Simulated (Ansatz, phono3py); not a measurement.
# Scattering channels in SrO (Fm-3m), one at a time, part 2 of 6

The second- and third-order constants of SrO come from an earlier supercell run; what does phono3py make of them?

Experimental results on record:
- thermal conductivity 12 W/m/K near room temperature (given in “Combining the AFLOW GIBBS and Elastic Libraries to efficiently and robustly screen thermo-mechanical properties of solids”, 2017, arXiv:1611.05714)
- thermal conductivity 12 W/m/K near room temperature (given in “Predicting the lattice thermal conductivity of solids by solving the Boltzmann transport equation: AFLOW - AAPL an automated, accurate and efficient framework”, 2017, arXiv:1611.05481)

Ansatz 0.2.0 and phono3py 4.10.0; DFT LDA, scalar-relativistic, plane waves, PAW; PAW set soft_1 (the session's first sound run).

So far, κ at 300 K (W/m/K): step 3 (relaxation-time solution) 17.4; step 5 (isotopes none) 17.5.

The database entry behind the starting cell differs from later determinations by our own check (about 0.5 % short), so it need not match the best structure at ambient conditions.

**6. Another q-mesh, third order supercell 3×3×3, supercell 6×6×6**

Level of this step: DFT LDA, scalar-relativistic, plane waves, PAW; PAW set soft_1; phono3py on Ansatz's force constants (phono3py).

The q-mesh of the transport sums changes, with the same scattering terms.

Input file phono3py.yaml:

```yaml
phono3py:
  version: "4.10.0"
  frequency_unit_conversion_factor: 15.633302
  symmetry_tolerance: 1.00000e-05

physical_unit:
  atomic_mass: "AMU"
  length: "angstrom"

space_group:
  type: "Fm-3m"
  number: 225
  Hall_symbol: "-F 4 2 3"

primitive_matrix:
- [  1.000000000000000,  0.000000000000000,  0.000000000000000 ]
- [  0.000000000000000,  1.000000000000000,  0.000000000000000 ]
- [  0.000000000000000,  0.000000000000000,  1.000000000000000 ]

supercell_matrix:
- [   3,   0,   0 ]
- [   0,   3,   0 ]
- [   0,   0,   3 ]

# [primitive_cell block left out]
unit_cell:
  lattice:
  - [     0.000000000000000,     2.532341022000000,     2.532341022000000 ] # a
  - [     2.532341022000000,     0.000000000000000,     2.532341022000000 ] # b
  - [     2.532341022000000,     2.532341022000000,     0.000000000000000 ] # c
  points:
  - symbol: Sr # 1
    coordinates: [  0.500000000000000,  0.500000000000000,  0.500000000000000 ]
    mass: 87.620000
    reduced_to: 1
  - symbol: O # 2
    coordinates: [  0.000000000000000,  0.000000000000000,  0.000000000000000 ]
    mass: 15.999000
    reduced_to: 2

# [supercell block left out]
phonon_supercell_matrix:
- [   6,   0,   0 ]
- [   0,   6,   0 ]
- [   0,   0,   6 ]

# [phonon_primitive_cell block left out]
# [phonon_supercell block left out]
nac:
  born_effective_charge:
  - # 1 (Sr)
    - [  2.473038633522776,  0.000000000000000,  0.000000000000000 ]
    - [  0.000000000000000,  2.473038633522776,  0.000000000000000 ]
    - [  0.000000000000000,  0.000000000000000,  2.473038633522776 ]
  - # 2 (O)
    - [ -2.473038633522776,  0.000000000000000,  0.000000000000000 ]
    - [  0.000000000000000, -2.473038633522776,  0.000000000000000 ]
    - [  0.000000000000000,  0.000000000000000, -2.473038633522776 ]
  dielectric_constant:
    - [  3.864138585864540,  0.000000000000000,  0.000000000000000 ]
    - [  0.000000000000000,  3.864138585864540,  0.000000000000000 ]
    - [  0.000000000000000,  0.000000000000000,  3.864138585864540 ]
  unit_conversion_factor: 14.399645
```

Launch:

```bash
$ phono3py phono3py.yaml --mesh 5 5 5 --br --isotope --ts 100 300 600
```

The program printed:

```text
[banner, memory and clock lines left out]
Rust backend (phonors) using rayon (8 threads).
Running in phono3py.load mode.
Spglib version 2.8.0
----------------------------- General settings -----------------------------
Run mode: conductivity-RTA
HDF5 data compression filter: gzip
Crystal structure was read from "phono3py.yaml".
Supercell (dim): [3 3 3]
Phonon supercell (dim-fc2): [6 6 6]
Primitive matrix:
  [1. 0. 0.]
  [0. 1. 0.]
  [0. 0. 1.]
Spacegroup: Fm-3m (225)
Use -v option to watch primitive cell, unit cell, and supercell structures.
NAC parameters were read from "phono3py.yaml".
fc3 was read from "fc3.hdf5".
fc2 was read from "fc2.hdf5".
----------------------------- Force constants ------------------------------
Max drift of fc3: 0.00000400 (xxx) 0.00000400 (xxx) 0.00000400 (xxx)
Max drift of fc2: 0.00003000 (xx) 0.00003000 (xx)
--------------------------- Calculation settings ---------------------------
Non-analytical term correction (NAC): True
NAC unit conversion factor:  14.39964
BZ integration: Tetrahedron-method
Temperature:  100.0  300.0  600.0
Cutoff frequency: 0.01
Mesh sampling: [ 5 5 5 ]
Generating grid system ... [ 5 5 5 ]
fc3-r2q-transformation over three atoms: True
========================== Warning ==========================
 Phonon frequency of band index 1 at Gamma is calculated to be 0.010187.
 But this frequency is forced to be zero.
========================== Warning ==========================
 Phonon frequency of band index 2 at Gamma is calculated to be 0.010187.
 But this frequency is forced to be zero.
========================== Warning ==========================
 Phonon frequency of band index 3 at Gamma is calculated to be 0.010187.
 But this frequency is forced to be zero.
--------------------------- Phonon calculations ----------------------------
  PRB 50, 13035(R) (1994), PRB 55, 10355 (1997)
  G-cutoff distance: 1.30, Number of G-points: 307, Lambda: 0.27
Running harmonic phonon calculations...
-------------------- Lattice thermal conductivity (RTA) --------------------
Running heat capacity calculations...
Running velocity calculations...
Running isotope scattering calculations with tetrahedron method...
======================= Grid point 0 (1/10) =======================
q-point: ( 0.00  0.00  0.00)
Boundary mean free path (millimeter): 1000.000
Mass variance parameters: 6.10e-05 3.36e-05
Number of triplets: 10
Frequency     group velocity (x, y, z)     |gv|
   0.010   (   0.000    0.000    0.000)    0.000
   0.010   (   0.000    0.000    0.000)    0.000
   0.010   (   0.000    0.000    0.000)    0.000
   6.462   (   0.000    0.000    0.000)    0.000
   6.462   (   0.000    0.000    0.000)    0.000
   6.462   (   0.000    0.000    0.000)    0.000
======================= Grid point 1 (2/10) =======================
q-point: ( 0.20  0.00  0.00)
Boundary mean free path (millimeter): 1000.000
Mass variance parameters: 6.10e-05 3.36e-05
Number of triplets: 19
Frequency     group velocity (x, y, z)     |gv|
   2.168   ( -13.644   13.644   13.644)   23.632
   2.168   ( -13.644   13.644   13.644)   23.632
   3.823   ( -29.440   29.440   29.440)   50.992
   7.279   ( -11.623   11.623   11.623)   20.132
   7.279   ( -11.623   11.623   11.623)   20.132
  13.915   (   3.910   -3.910   -3.910)    6.772
[7 grid points left out]
======================= Grid point 40 (10/10) =======================
q-point: ( 0.60  0.40  0.20)
Boundary mean free path (millimeter): 1000.000
Mass variance parameters: 6.10e-05 3.36e-05
Number of triplets: 39
Frequency     group velocity (x, y, z)     |gv|
   4.067   (   0.000    0.295   15.665)   15.668
   4.642   (  -0.000   17.853    8.174)   19.635
   5.696   (   0.000   -3.080   -8.086)    8.653
   8.128   (  -0.000   15.993    2.693)   16.218
   8.496   (   0.000   -0.690    5.799)    5.840
  10.646   (   0.000    6.107  -38.225)   38.709
=================== End of collection of collisions ===================
----------- Thermal conductivity (W/m-k) with tetrahedron method -----------
#  T(K)        xx         yy         zz         yz         xz         xy
  100.0      27.920     27.920     27.920      0.000      0.000     -0.000
  300.0       7.592      7.592      7.592     -0.000      0.000     -0.000
  600.0       3.746      3.746      3.746     -0.000      0.000     -0.000

Thermal conductivity related properties were written into
"kappa-m555.hdf5".
Summary of calculation was written in "phono3py.yaml".
```

It took 5.5 s on 8 threads of AMD EPYC 7R43, shared host; peak memory 0.14 GiB; 5.6 s of CPU time.

This step gave:

| Item | Value |
| --- | --- |
| κ at 300 K | 7.592 W/m/K |
| κ xx, yy, zz at 300 K | 7.592, 7.592, 7.592 W/m/K |

W/m/K. Kappa, by row:

```csv
T (K),xx,yy,zz,yz,xz,xy
100,27.92,27.92,27.92,0,0,0
300,7.592,7.592,7.592,0,0,0
600,3.746,3.746,3.746,0,0,0
```

This mesh is too coarse for the transport sums: κ at 300 K comes out at 7.59 against 17.4 W/(m K) in the base run.

**7. Another q-mesh, third order supercell 3×3×3, supercell 6×6×6 (run 2)**

The q-mesh of the transport sums changes, with the same scattering terms.

phono3py.yaml is that of step 6.

Launch:

```bash
$ phono3py phono3py.yaml --mesh 7 7 7 --br --isotope --ts 100 300 600
```

The program printed:

```text
[banner, memory and clock lines left out]
Rust backend (phonors) using rayon (8 threads).
Running in phono3py.load mode.
Spglib version 2.8.0
----------------------------- General settings -----------------------------
Run mode: conductivity-RTA
HDF5 data compression filter: gzip
Crystal structure was read from "phono3py.yaml".
Supercell (dim): [3 3 3]
Phonon supercell (dim-fc2): [6 6 6]
Primitive matrix:
  [1. 0. 0.]
  [0. 1. 0.]
  [0. 0. 1.]
Spacegroup: Fm-3m (225)
Use -v option to watch primitive cell, unit cell, and supercell structures.
[...]
8.673   (   3.381  -13.014   -0.000)   13.446
  10.168   ( -28.303   14.773   -0.000)   31.926
=================== End of collection of collisions ===================
----------- Thermal conductivity (W/m-k) with tetrahedron method -----------
#  T(K)        xx         yy         zz         yz         xz         xy
  100.0      40.003     40.003     40.003      0.000      0.000     -0.000
  300.0       9.789      9.789      9.789      0.000      0.000     -0.000
  600.0       4.766      4.766      4.766      0.000      0.000     -0.000

Thermal conductivity related properties were written into
"kappa-m777.hdf5".
Summary of calculation was written in "phono3py.yaml".
```

Run time: 6 s. Hardware: 8 threads; peak memory 0.13 GiB.

W/m/K. Kappa, by row:

| T (K) | xx | yy | zz | yz | xz | xy |
| --- | --- | --- | --- | --- | --- | --- |
| 100 | 40 | 40 | 40 | 0 | 0 | 0 |
| 300 | 9.789 | 9.789 | 9.789 | 0 | 0 | 0 |
| 600 | 4.766 | 4.766 | 4.766 | 0 | 0 | 0 |

This mesh is too coarse for the transport sums: κ at 300 K comes out at 9.79 against 17.4 W/(m K) in the base run.

**8. Another q-mesh, third order supercell 3×3×3, supercell 6×6×6 (run 3)**

The q-mesh of the transport sums changes, with the same scattering terms.

phono3py.yaml is that of step 7.

Launch:

```bash
$ phono3py phono3py.yaml --mesh 11 11 11 --br --isotope --ts 100 300 600
```

The program printed:

```text
[banner, memory and clock lines left out]
Rust backend (phonors) using rayon (8 threads).
Running in phono3py.load mode.
Spglib version 2.8.0
----------------------------- General settings -----------------------------
Run mode: conductivity-RTA
HDF5 data compression filter: gzip
Crystal structure was read from "phono3py.yaml".
Supercell (dim): [3 3 3]
Phonon supercell (dim-fc2): [6 6 6]
Primitive matrix:
  [1. 0. 0.]
  [0. 1. 0.]
  [0. 0. 1.]
Spacegroup: Fm-3m (225)
Use -v option to watch primitive cell, unit cell, and supercell structures.
[...]
8.632   (   2.139  -14.184   -0.000)   14.344
   9.972   ( -21.599    9.729   -0.000)   23.689
=================== End of collection of collisions ===================
----------- Thermal conductivity (W/m-k) with tetrahedron method -----------
#  T(K)        xx         yy         zz         yz         xz         xy
  100.0      58.920     58.920     58.920      0.000     -0.000     -0.000
  300.0      14.285     14.285     14.285      0.000     -0.000     -0.000
  600.0       6.923      6.923      6.923      0.000     -0.000     -0.000

Thermal conductivity related properties were written into
"kappa-m111111.hdf5".
Summary of calculation was written in "phono3py.yaml".
```

It took 7.6 s on 8 threads; peak memory 0.13 GiB.

This mesh is too coarse for the transport sums: κ at 300 K comes out at 14.3 against 17.4 W/(m K) in the base run.

**9. Another q-mesh, third order supercell 3×3×3, supercell 6×6×6 (run 4)**

The q-mesh of the transport sums changes, with the same scattering terms.

phono3py.yaml is that of step 8.

Launch:

```bash
$ phono3py phono3py.yaml --mesh 15 15 15 --br --isotope --ts 100 300 600
```

The program printed:

```text
[banner, memory and clock lines left out]
Rust backend (phonors) using rayon (8 threads).
Running in phono3py.load mode.
Spglib version 2.8.0
----------------------------- General settings -----------------------------
Run mode: conductivity-RTA
HDF5 data compression filter: gzip
Crystal structure was read from "phono3py.yaml".
Supercell (dim): [3 3 3]
Phonon supercell (dim-fc2): [6 6 6]
Primitive matrix:
  [1. 0. 0.]
  [0. 1. 0.]
  [0. 0. 1.]
Spacegroup: Fm-3m (225)
Use -v option to watch primitive cell, unit cell, and supercell structures.
[...]
8.606   (   1.555  -14.676   -0.000)   14.758
   9.899   ( -17.078    7.140   -0.000)   18.511
=================== End of collection of collisions ===================
----------- Thermal conductivity (W/m-k) with tetrahedron method -----------
#  T(K)        xx         yy         zz         yz         xz         xy
  100.0      71.226     71.226     71.226     -0.000     -0.000     -0.000
  300.0      16.992     16.992     16.992     -0.000     -0.000     -0.000
  600.0       8.206      8.206      8.206     -0.000     -0.000     -0.000

Thermal conductivity related properties were written into
"kappa-m151515.hdf5".
Summary of calculation was written in "phono3py.yaml".
```

Elapsed: 14 s, on 8 threads; peak memory 0.13 GiB; 64 s of CPU time.

κ at 300 K goes from 17.4 in the base run to 17.0 W/(m K).

**10. Another q-mesh, third order supercell 3×3×3, supercell 6×6×6 (run 5)**

The q-mesh of the transport sums changes, with the same scattering terms.

phono3py.yaml is that of step 9.

Launch:

```bash
$ phono3py phono3py.yaml --mesh 19 19 19 --br --isotope --ts 100 300 600
```

The program printed:

```text
[banner, memory and clock lines left out]
Rust backend (phonors) using rayon (8 threads).
Running in phono3py.load mode.
Spglib version 2.8.0
----------------------------- General settings -----------------------------
Run mode: conductivity-RTA
HDF5 data compression filter: gzip
Crystal structure was read from "phono3py.yaml".
Supercell (dim): [3 3 3]
Phonon supercell (dim-fc2): [6 6 6]
Primitive matrix:
  [1. 0. 0.]
  [0. 1. 0.]
  [0. 0. 1.]
Spacegroup: Fm-3m (225)
Use -v option to watch primitive cell, unit cell, and supercell structures.
[...]
8.589   (   1.219  -14.941   -0.000)   14.991
   9.865   ( -14.025    5.600   -0.000)   15.101
=================== End of collection of collisions ===================
----------- Thermal conductivity (W/m-k) with tetrahedron method -----------
#  T(K)        xx         yy         zz         yz         xz         xy
  100.0      73.964     73.964     73.964      0.000      0.000     -0.000
  300.0      17.315     17.315     17.315      0.000      0.000     -0.000
  600.0       8.340      8.340      8.340      0.000      0.000     -0.000

Thermal conductivity related properties were written into
"kappa-m191919.hdf5".
Summary of calculation was written in "phono3py.yaml".
```

The job ended after 37 s (8 threads; peak memory 0.13 GiB; 3.9 min of CPU time).

κ at 300 K goes from 17.4 in the base run to 17.3 W/(m K).

**11. Another q-mesh, third order supercell 3×3×3, supercell 6×6×6 (run 6)**

The q-mesh of the transport sums changes, with the same scattering terms.

phono3py.yaml is that of step 10.

Launch:

```bash
$ phono3py phono3py.yaml --mesh 25 25 25 --br --isotope --ts 100 300 600
```

The program printed:

```text
[banner, memory and clock lines left out]
Rust backend (phonors) using rayon (8 threads).
Running in phono3py.load mode.
Spglib version 2.8.0
----------------------------- General settings -----------------------------
Run mode: conductivity-RTA
HDF5 data compression filter: gzip
Crystal structure was read from "phono3py.yaml".
Supercell (dim): [3 3 3]
Phonon supercell (dim-fc2): [6 6 6]
Primitive matrix:
  [1. 0. 0.]
  [0. 1. 0.]
  [0. 0. 1.]
Spacegroup: Fm-3m (225)
Use -v option to watch primitive cell, unit cell, and supercell structures.
[...]
8.563   (   0.000  -14.535    3.363)   14.919
   9.843   (  -0.000    3.290  -11.850)   12.298
=================== End of collection of collisions ===================
----------- Thermal conductivity (W/m-k) with tetrahedron method -----------
#  T(K)        xx         yy         zz         yz         xz         xy
  100.0      72.796     72.796     72.796      0.000     -0.000     -0.000
  300.0      16.879     16.879     16.879      0.000     -0.000     -0.000
  600.0       8.122      8.122      8.122      0.000     -0.000     -0.000

Thermal conductivity related properties were written into
"kappa-m252525.hdf5".
Summary of calculation was written in "phono3py.yaml".
```

Elapsed: 2.6 min, on 8 threads; peak memory 0.14 GiB; 19 min of CPU time.

κ at 300 K goes from 17.4 in the base run to 16.9 W/(m K).

**12. Mesh convergence**

This step: DFT LDA, scalar-relativistic, plane waves, PAW; PAW set soft_1 (phono3py 4.10.0).

Series, by row:

| mesh points along each axis | kappa at 100 K (W/m/K) | kappa at 300 K (W/m/K) | kappa at 600 K (W/m/K) | seconds |
| --- | --- | --- | --- | --- |
| 5 | 27.92 | 7.592 | 3.746 | 5.45 |
| 7 | 40 | 9.789 | 4.766 | 6.03 |
| 11 | 58.92 | 14.29 | 6.923 | 7.58 |
| 15 | 71.23 | 16.99 | 8.206 | 13.94 |
| 19 | 73.96 | 17.31 | 8.34 | 36.62 |
| 25 | 72.8 | 16.88 | 8.122 | 154.2 |

[end of part 2 of 6]

[Logs are printed without paths, hosts, clocks, repeated set-up lines and the standing remarks that a program may print on its own settings, such as how far it seeks lower states.]

[Hosts, paths, dates, database ids (printed as entryN), source tags and the programs' standing remarks are cut or masked in the printed files.]

[A step with changed settings may run another functional than the one named; its input shows which.]
